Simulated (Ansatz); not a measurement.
# AgGeF3 (model cell, started as cubic perovskite with Ge in the octahedra): phonons and vibrational spectra, part 2 of 2

Task: relax AgGeF3 (model cell, started as cubic perovskite with Ge in the octahedra), then find its harmonic phonons.

Ansatz 0.2.0; DFT PBEsol, scalar-relativistic, plane waves, PAW; PAW set soft_1.

So far. Step 3 (Relaxing to small forces for the phonons): The forces vanish by symmetry and the pressure is 0.009 GPa, within the tolerances set. The cell now holds 15.51 Å³/atom. The relaxed cell has a = 4.264 Å (conventional setting).

The structure was built from a prototype and need not be the compound's stable phase.

## Step 4: Modes at Γ

The zone centre comes first: it holds the modes that light can see, as far as symmetry allows. No field response is asked, since the mesh shows no gap.

input.yaml reads:

```yaml
crystal:
  lattice:
    - [4.2639971677, 0.0, 0.0]
    - [0.0, 4.2639971677, 0.0]
    - [0.0, 0.0, 4.2639971677]
  atoms:
    - { symbol: Ag, position: [0.0, 0.0, 0.0] }
    - { symbol: Ge, position: [0.5, 0.5, 0.5] }
    - { symbol: F, position: [0.5, 0.5, 0.0] }
    - { symbol: F, position: [0.5, 0.0, 0.5] }
    - { symbol: F, position: [0.0, 0.5, 0.5] }
kpoints:
  mp_grid: { grid: [8, 8, 8] }
hamiltonian:
  xc: pbesol
  pseudopotentials: { kind: paw, azcp: { folder: soft_1 }, xc_functional: pbe }
scf:
  occupations: { method: methfessel_paxton, width: 0.2 }
output:
  eigenvalues: true
phonons:
  method: dfpt
```

Command:

```bash
$ ansatz run input.yaml --threads 4 --pin off --max-ram 16384MiB --backend cpu --events-out ev --progress --plain --runs-dir out
```

Numbers of over 12 decimals in the logs are rounded to 6 here.

Log:

```text
zone centre: on kpoints.mp_grid the ground state, and the responses unless they are solved on pairs of k-points, stand on 125 of the mesh's 512 k-points, reduced under 8 symmetry operations, with k and −k counted as one. Each operation leaves every solved displacement unchanged or reverses it
[...]
Crystal: 5 atoms, lattice volume = 77.527 Å³
Basis set: ecut = 420 eV, 1503 PW (Γ), exchange–correlation on 60×60×60 points (8 copies of the dense FFT grid, shifted against one another)
Bands: 33, of which v1, the nominal top of the filled ones, is band 27 counted from 1 (26 counted from 0)
Symmetry: 48 space group operations
k-points: 125 of 512 (irreducible under 8 space group operations)
[...]
SCF iter   1: F=—  HF=-14184.083004 eV  |F-HF|=—  |Δ(HF+E_count)|=         —  Δρ=2.14e-1  dr2=3.44e1  ethr=3.10e-3  ⟨swp⟩=5.0  Hψ=14932  notcnv=0
[...]
SCF iter  11: F=-14175.622847 eV  HF=-14175.622847 eV  |F-HF|=5.46e-12  |Δ(HF+E_count)|=  5.46e-12  S|Δr|=    0.00e0  Δρ=3.34e-8  dr2=8.31e-13  ethr=1.00e-12  ⟨swp⟩=11.5  Hψ=20448  notcnv=0
SCF 1 converged in 11 iterations: F = -14175.622847 eV  dr2 = 8.31e-13
[...]
DFPT response loops at Γ: preconditioner auto → Kerker (q_TF=auto, 2.569 Å⁻¹) (partly filled bands, converged f_vac=0.059); β = 1.00, the filter's whole step (`scf.mixing.beta` (0.50) is not read by the response loops under this deck's `scf.mixing.preconditioner`; to damp them name `kerker` or `kerker_dos`, under which they read `scf.mixing.beta`, and type it under 1.00, their step now; both keys bind the ground state too); Broyden in place of MSR1
SCF converged after 11 iterations
[...]
Free energy (F): -14175.622847 eV
[...]
Internal energy: -14175.625374 eV  (E = F + TS)
E sigma→0 (E₀):  -14175.623479 eV
Entropy (-TS):   0.002527 eV (0.505 meV/atom)
Fermi energy:    7.438253 eV
[...]
--- Band table (eV; the first three rows and the last of 125) ---
  k-point 0: bands = [... 23 lower, 3.4660, 3.6188, 3.6188, 3.6188, 6.8526, 13.6854, 13.6854, 13.6854, ... 2 higher]
  k-point 1: bands = [... 23 lower, 3.5492, 3.6204, 3.6830, 3.6830, 7.0311, 13.1912, 13.7015, 13.7015, ... 2 higher]
  k-point 2: bands = [... 23 lower, 3.7107, 3.8206, 3.8206, 3.9772, 7.4865, 12.2265, 13.7589, 13.7589, ... 2 higher]
  k-point 124: bands = [... 23 lower, 3.5355, 3.7252, 3.7252, 8.4998, 8.5914, 10.4562, 10.4562, 10.4562, ... 2 higher]
--- Phonons (Γ-DFPT): 4 representative perturbations + reference, on 125 of 512 k-points (Σ response iterations 13) ---
  k mesh reduced under 8 symmetry operations, with k and −k counted as one. Each operation leaves every solved displacement unchanged or reverses it
  ASR residual: 1.774e-5 → 0.000e0 eV/Å²; symmetrization residual: 7.567e-6 eV/Å²
  ASR residual per site (eV/Å²): 1.03e-6 2.21e-6 1.77e-5 1.77e-5 1.77e-5
  Γ frequencies (cm⁻¹): -189.93 -189.93 -189.93 -79.26 -79.26 -79.26 -76.32 -76.32 -76.32 0.00 0.00 0.00 122.23 122.23 122.23
  non-analytic LO–TO correction: not included (Born effective charges unavailable; polar crystals: no LO–TO splitting at Γ)
```

Elapsed: 40 s, on 4 threads of Arm Neoverse V2, shared host; peak memory 1.1 GiB; 2.5 min of CPU time.

This step gave:

| Property | Result |
| --- | --- |
| sum-rule residual before enforcement | 1.77e-5 eV/Å² |
| point group | m-3m |
| highest optical mode at the zone centre (no LO-TO term) | 122.2 cm⁻¹ |
| lowest optical zone-centre mode | -189.9 cm⁻¹ |

Patterns of degenerate modes are one choice out of their space. Modes at Γ, with each element's share of the kinetic energy (negative means imaginary):

| mode | frequency (cm⁻¹) | symmetry | Ag % | Ge % | F % |
| --- | --- | --- | --- | --- | --- |
| 1 | -189.9 | T1u | 0 | 4 | 95 |
| 2 | -189.9 | T1u | 0 | 4 | 95 |
| 3 | -189.9 | T1u | 0 | 4 | 95 |
| 4 | -79.3 | T2u | 0 | 0 | 100 |
| 5 | -79.3 | T2u | 0 | 0 | 100 |
| 6 | -79.3 | T2u | 0 | 0 | 100 |
| 7 | -76.3 | T1u | 48 | 6 | 47 |
| 8 | -76.3 | T1u | 48 | 6 | 47 |
| 9 | -76.3 | T1u | 48 | 6 | 47 |
| 10 | 0.0 | acoustic | 45 | 31 | 24 |
| 11 | 0.0 | acoustic | 45 | 31 | 24 |
| 12 | 0.0 | acoustic | 45 | 31 | 24 |
| 13 | 122.2 | T1u | 7 | 59 | 34 |
| 14 | 122.2 | T1u | 7 | 59 | 34 |
| 15 | 122.2 | T1u | 7 | 59 | 34 |

Displacements in mode 1 (-189.9 cm⁻¹), the largest set to 1:
```
Ag1  0.00  0.01  0.01
Ge2  0.00 -0.11 -0.12
F3   0.00 -0.29  1.00
F4   0.00  0.95 -0.31
F5   0.00 -0.29 -0.31
```

Displacements in mode 4 (-79.3 cm⁻¹), the largest set to 1:
```
Ag1  0.00  0.00  0.00
Ge2  0.00  0.00  0.00
F3  -0.44  0.31  0.00
F4   0.44  0.00 -1.00
F5   0.00 -0.31  1.00
```

Before it was imposed, the acoustic sum rule was missed by 1.8e-5 eV/Å². Small misses are needed for a sound result but don't prove that mesh and cutoff are converged. The lowest optical mode is imaginary, 189.9i cm⁻¹, so the energy falls along it.

## Step 5: The dispersion

Stability and thermal properties need the whole zone. Linear response on a 4×4×4 q mesh gives force constants as far as a supercell of that size would.

input.yaml: that of step 4 with these lines changed.

```diff
@@ -22 +22,8 @@
   method: dfpt
+  qmesh: [4, 4, 4]
+  temperatures: { t_max: 1000, t_step: 50 }
+  qpath:
+    path:
+      - [[0.0, 0.0, 0.0], [0.0, 0.5, 0.0], [0.5, 0.5, 0.0], [0.0, 0.0, 0.0], [0.5, 0.5, 0.5], [0.0, 0.5, 0.0]]
+      - [[0.5, 0.5, 0.5], [0.5, 0.5, 0.0]]
+    npoints: 10
```

Log:

```text
[...]
Crystal: 5 atoms, lattice volume = 77.527 Å³
Basis set: ecut = 420 eV, 1503 PW (Γ), exchange–correlation on 60×60×60 points (8 copies of the dense FFT grid, shifted against one another)
Bands: 33, of which v1, the nominal top of the filled ones, is band 27 counted from 1 (26 counted from 0)
Symmetry: 48 space group operations
k-points: 35 of 512
[...]
SCF iter   1: F=—  HF=-14184.083028 eV  |F-HF|=—  |Δ(HF+E_count)|=         —  Δρ=2.14e-1  dr2=3.44e1  ethr=3.10e-3  ⟨swp⟩=5.1  Hψ=4193  notcnv=0
[...]
SCF iter  11: F=-14175.622847 eV  HF=-14175.622847 eV  |F-HF|=3.64e-12  |Δ(HF+E_count)|=  3.64e-12  S|Δr|=    0.00e0  Δρ=3.41e-8  dr2=8.45e-13  ethr=1.00e-12  ⟨swp⟩=11.5  Hψ=5799  notcnv=0
SCF 1 converged in 11 iterations: F = -14175.622847 eV  dr2 = 8.45e-13
[...]
SCF iter   3: F=-14175.622847 eV  HF=-14175.622847 eV  |F-HF|=7.28e-12  |Δ(HF+E_count)|=  3.64e-12  S|Δr|=    0.00e0  Δρ=9.24e-8  dr2=2.16e-12  ethr=1.00e-12  ⟨swp⟩=1.0  Hψ=2450  notcnv=0
SCF 2 converged in 3 iterations: F = -14175.622847 eV  dr2 = 2.16e-12
phonons: the bands overlap, so this run is a metal and interpolates without the dipole-dipole term. If the crystal is really an insulator or semiconductor, its LO-TO splitting is missing
NSCF: frozen V_eff on 35 k-points
[...]
DFPT response loops at q = (0, 0, 0) (fractional): preconditioner auto → Kerker (q_TF=auto, 2.569 Å⁻¹) (partly filled bands, converged f_vac=0.059); β = 1.00, the filter's whole step (`scf.mixing.beta` (0.50) is not read by the response loops under this deck's `scf.mixing.preconditioner`; to damp them name `kerker` or `kerker_dos`, under which they read `scf.mixing.beta`, and type it under 1.00, their step now; both keys bind the ground state too); Broyden in place of MSR1
[...]
SCF converged after 11 iterations
[...]
Free energy (F): -14175.622847 eV
[...]
Internal energy: -14175.625374 eV  (E = F + TS)
E sigma→0 (E₀):  -14175.623479 eV
Entropy (-TS):   0.002527 eV (0.505 meV/atom)
Fermi energy:    7.438253 eV
[...]
--- Band table (eV; the first three rows and the last of 35) ---
  k-point 0: bands = [... 23 lower, 3.4660, 3.6188, 3.6188, 3.6188, 6.8526, 13.6854, 13.6854, 13.6854, ... 2 higher]
  k-point 1: bands = [... 23 lower, 3.5492, 3.6204, 3.6830, 3.6830, 7.0311, 13.1912, 13.7015, 13.7015, ... 2 higher]
  k-point 2: bands = [... 23 lower, 3.7107, 3.8206, 3.8206, 3.9772, 7.4865, 12.2265, 13.7589, 13.7589, ... 2 higher]
  k-point 34: bands = [... 23 lower, 3.5355, 3.7252, 3.7252, 8.4998, 8.5914, 10.4562, 10.4562, 10.4562, ... 2 higher]
--- Phonons (Γ-DFPT): 4 representative perturbations + reference (Σ response iterations 13) ---
  ASR residual: 2.046e-5 → 0.000e0 eV/Å²; symmetrization residual: 7.723e-6 eV/Å²
  ASR residual per site (eV/Å²): 2.87e-6 1.89e-6 2.05e-5 2.05e-5 2.05e-5
[...]
--- Phonons (arbitrary-q DFPT): 10 irreducible q on the 4×4×4 mesh ---
  q = [0.0000, 0.0000, 0.0000] (star 1, of the zone-centre solve; hermiticity 7.49e-6, symmetrization 2.58e-11): -189.93 -189.93 -189.93 -79.26 -79.26 -79.26 -76.32 -76.32 -76.32 -0.00 -0.00 0.00 122.23 122.23 122.23
  q = [0.0000, 0.0000, 0.2500] (star 6, 9 solved perturbations in 1560 linear systems a pass and spin channel, the states on 200 of 512 k-point pairs; hermiticity 1.68e-6, symmetrization 7.96e-12): -187.43 -187.43 -108.01 -76.47 -76.47 -73.83 -73.83 -71.03 19.30 19.30 22.70 114.42 114.42 162.11 226.79
[...]
q = [0.0000, 0.2500, -0.5000] (star 12, 15 solved perturbations on 200 of 512 k-point pairs; hermiticity 5.62e-7, symmetrization 8.79e-14): -181.47 -122.21 -94.88 -84.88 -69.99 -66.26 -39.99 -31.88 21.90 96.47 103.08 159.57 228.06 229.08 326.30
[...]
sum rule: each row above includes the acoustic sum rule's correction from the zone centre's row sums; it moved no ω² by more than (0.54 cm⁻¹)²
  mesh force constants: q→R imaginary residual 1.26e-18; ASR residual 2.046e-5 → 0.000e0 eV/Å²; symmetrization residual 2.220e-15 eV/Å²
  interpolated dispersion: 62 rows × 15 modes
  density of states and harmonic sums: on the 16×16×16 q-mesh, interpolated from the force constants of a 4×4×4 supercell (no non-analytic term)
  largest difference from the sums on the solved wave vectors: F 1.12e-2 eV, S 1.61e-5 and C_V 1.77e-5 eV/K
  zero-point energy: 0.076095 eV/cell   skipped modes (ω ≤ 0): 1211, of them read as no rigid motion or as one in doubt: 1208 (7.239e0 modes/cell left out, lowest -189.93 cm⁻¹)   left out of the sums: 4.83e-1 of the cell's modes: C_V's classical limit lies that fraction below 3 k_B per atom; for a crystal, a wire or a layer, F and S can be off by more, and a phonons.interpolated_qmesh denser along its periods is the remedy for the sampling
```

Run time: 16 min. Hardware: 4 threads; peak memory 2.8 GiB; 64 min of CPU time.

Numbers from this step:

| Item | Value |
| --- | --- |
| sum-rule residual before enforcement | 2.05e-5 eV/Å² |
| lowest frequency on the path | -189.9 cm⁻¹ |
| highest frequency on the path or at a solved wavevector | 344.4 cm⁻¹ |
| lowest mode on the q mesh (acoustic modes at Γ apart) | -189.9 cm⁻¹ |

Frequencies (cm⁻¹) solved at each irreducible wavevector; negative means imaginary. Frequencies by wavevector, by row:

| q in reciprocal lattice units | star | mode 1 | mode 2 | mode 3 | mode 4 | mode 13 | mode 14 | mode 15 |
| --- | --- | --- | --- | --- | --- | --- | --- | --- |
| 0 0 0 | 1 | -189.9 | -189.9 | -189.9 | -79.3 | 122.2 | 122.2 | 122.2 |
| 0 0 0.25 | 6 | -187.4 | -187.4 | -108 | -76.5 | 114.4 | 162.1 | 226.8 |
| 0 0 -0.5 | 3 | -185.5 | -185.5 | -105.1 | -75.1 | 102.4 | 227.4 | 325.5 |
| 0 0.25 0.25 | 12 | -184.2 | -114.8 | -106.9 | -88.4 | 167.6 | 224.7 | 235.2 |
| 0 0.25 -0.5 | 12 | -181.5 | -122.2 | -94.9 | -84.9 | 228.1 | 229.1 | 326.3 |
| 0 -0.5 -0.5 | 3 | -177.9 | -134.6 | -89.3 | -89.3 | 224.3 | 322.6 | 343 |
| 0.25 0.25 0.25 | 8 | -116.5 | -116.5 | -110.9 | -60.9 | 222.5 | 222.5 | 251 |
| 0.25 0.25 -0.5 | 12 | -124.3 | -120.8 | -115.7 | -61.8 | 225.2 | 245.5 | 331.3 |
| 0.25 -0.5 -0.5 | 6 | -135.8 | -123.7 | -123.7 | -62.5 | 226.1 | 322.1 | 327.4 |
| -0.5 -0.5 -0.5 | 1 | -137.1 | -137.1 | -137.1 | -62.4 | 216.2 | 321.3 | 321.3 |

Interpolated from a 4×4×4 q mesh. The phonon branches at the labelled points (cm⁻¹):

| point | branch 1 | branch 2 | branch 3 | branch 4 | branch 12 | branch 13 | branch 14 | branch 15 |
| --- | --- | --- | --- | --- | --- | --- | --- | --- |
| Γ | -190 | -190 | -190 | -79 | 0 | 122 | 122 | 122 |
| halfway | -187 | -187 | -108 | -76 | 114 | 114 | 162 | 227 |
| X | -186 | -186 | -105 | -75 | 102 | 102 | 227 | 326 |
| halfway | -182 | -122 | -95 | -85 | 160 | 228 | 229 | 326 |
| M | -178 | -135 | -89 | -89 | 224 | 224 | 322 | 343 |
| halfway | -184 | -115 | -107 | -88 | 150 | 168 | 225 | 235 |
| Γ | -190 | -190 | -190 | -79 | 0 | 122 | 122 | 122 |
| halfway | -116 | -116 | -111 | -61 | 165 | 222 | 222 | 251 |
| R | -137 | -137 | -137 | -62 | 214 | 216 | 321 | 321 |
| halfway | -124 | -121 | -116 | -62 | 220 | 225 | 246 | 331 |
| X | -186 | -186 | -105 | -75 | 102 | 102 | 227 | 326 |
| jump to R | -137 | -137 | -137 | -62 | 214 | 216 | 321 | 321 |
| halfway | -136 | -124 | -124 | -62 | 220 | 226 | 322 | 327 |
| M | -178 | -135 | -89 | -89 | 224 | 224 | 322 | 343 |

Tetrahedra on a 16×16×16 mesh, mean over bins of 5 cm-1. Interpolated from a 4×4×4 q mesh. Table of phonon density of states by wavenumber; read off at these points:

| wavenumber (cm⁻¹) | phonon density of states (1/cm⁻¹/cell) |
| --- | --- |
| -192 | 1.4e-4 |
| -178 | 0.0220 |
| -162 | 0.0111 |
| -148 | 0.00979 |
| -132 | 0.0520 |
| -118 | 0.0816 |
| -102 | 0.0292 |
| -92 | 0.0566 |
| -78 | 0.0252 |
| -62 | 0.234 |
| -48 | 0.0487 |
| -32 | 0.0162 |
| -18 | 0.00854 |
| -2 | 0.00937 |
| 12 | 0.0157 |
| 28 | 0.0221 |
| 42 | 0.0279 |
| 58 | 0.0225 |
| 72 | 0.0192 |
| 82 | 0.0203 |
| 98 | 0.0326 |
| 112 | 0.0483 |
| 122 | 0.0534 |
| 128 | 0.0469 |
| 142 | 0.0202 |
| 158 | 0.0207 |
| 172 | 0.0224 |
| 188 | 0.0243 |
| 202 | 0.0258 |
| 218 | 0.0394 |
| 222 | 0.0468 |
| 232 | 0.0123 |
| 248 | 0.00838 |
| 258 | 0.00868 |
| 272 | 0.0121 |
| 288 | 0.0111 |
| 302 | 0.0162 |
| 318 | 0.0280 |
| 332 | 0.0112 |
| 348 | 0 |

The partial phonon density of states has structure finer than the step of the table below, so its rows give means over 20 cm⁻¹, whole bins alone (the curve runs from -200 to 362 cm⁻¹). Peaks (cm⁻¹: height): Ag -62.2: 0.097, 40.2: 0.0142; F -164.6: 0.0213, -115.2: 0.0768, -62.2: 0.0653, 82.5: 0.0346, 213.2: 0.0217, 273.2: 0.0271, 308.5: 0.0317; Ge 114.3: 0.0194, 149.6: 0.0337, 184.9: 0.0302, 213.2: 0.0371.

Phonopy on the run's constants, 13x13x13 mesh, Gaussian sigma 4.0 cm-1. Interpolated from a 4×4×4 q mesh. Partial phonon density of states against wavenumber; means over each step; values in 1/cm⁻¹/cell:

| wavenumber (cm⁻¹) | Ag | F | Ge |
| --- | --- | --- | --- |
| -180 | 1.9e-5 | 0.0122 | 3.0e-4 |
| -160 | 5.1e-5 | 0.0164 | 3.9e-4 |
| -140 | 1.0e-4 | 0.0190 | 1.1e-4 |
| -120 | 0.00142 | 0.0659 | 0.00125 |
| -100 | 0.00231 | 0.0432 | 8.2e-4 |
| -80 | 0.00934 | 0.0304 | 8.8e-4 |
| -60 | 0.0612 | 0.0422 | 0.00168 |
| -40 | 0.0308 | 0.00401 | 0.00100 |
| -20 | 0.00941 | 0.00382 | 9.9e-4 |
| 0 | 0.00396 | 0.00157 | 9.6e-4 |
| 20 | 0.00729 | 0.00447 | 0.00183 |
| 40 | 0.0109 | 0.0147 | 0.00200 |
| 60 | 0.00333 | 0.0116 | 0.00112 |
| 80 | 0.00276 | 0.0273 | 0.00585 |
| 100 | 0.00209 | 0.0201 | 0.0120 |
| 120 | 0.00222 | 0.0218 | 0.0153 |
| 140 | 9.2e-4 | 0.0126 | 0.0168 |
| 160 | 6.0e-4 | 0.00721 | 0.0158 |
| 180 | 3.1e-4 | 0.00309 | 0.0162 |
| 200 | 3.0e-4 | 0.00700 | 0.0171 |
| 220 | 5.9e-4 | 0.0134 | 0.0317 |
| 240 | 3.7e-5 | 8.7e-4 | 0.00219 |
| 260 | 1.6e-5 | 0.00799 | 8.7e-4 |
| 280 | 5.3e-5 | 0.0134 | 0.00165 |
| 300 | 1.5e-5 | 0.0131 | 5.5e-4 |
| 320 | 2.2e-5 | 0.0241 | 5.4e-4 |
| 340 | 3.3e-6 | 0.00660 | 7.2e-5 |

Symmetry leaves 10 wavevectors to solve. The lowest mode among them, the acoustic zeros apart, lies at Γ and is imaginary, 189.9i cm⁻¹, so the energy falls along it.

## Step 6: Summary of results

| Property | Result |
| --- | --- |
| space group after relaxation (within 0.01 Å) | Pm-3m |
| volume per atom | 15.5 Å³ |
| electronic character | no gap on this mesh |
| highest optical mode at the zone centre (no LO-TO term) | 122 cm⁻¹ |
| lowest optical zone-centre mode | -190 cm⁻¹ |
| lowest mode on the q mesh (acoustic modes at Γ apart) | -190 cm⁻¹ |
| highest frequency on the path or at a solved wavevector | 344 cm⁻¹ |
| imaginary modes on the 4×4×4 q mesh | yes |

In words: Modes are clearly imaginary (beyond 10i cm⁻¹) at 10 of the 10 irreducible wavevectors, most at Γ (189.9i cm⁻¹), so this structure is not a minimum of the energy. The optical modes at Γ span -190 to 122 cm⁻¹ (negative means imaginary). With no gap, or one that is small against the smearing, the frequencies hang on the k mesh and the smearing, most of all near Kohn anomalies. The PAW files were made for PBE and serve the other functionals too. The starting cell was built on a prototype and not taken from a measurement, so the phase need not exist. These are harmonic frequencies at zero temperature: anharmonic shifts, linewidths and thermal expansion are left out.

[Logs are printed without paths, hosts, clocks, repeated set-up lines and the standing remarks that a program may print on its own settings, such as how far it seeks lower states.]

[Hosts, paths, dates, database ids (printed as entryN), source tags and the programs' standing remarks are cut or masked in the printed files.]
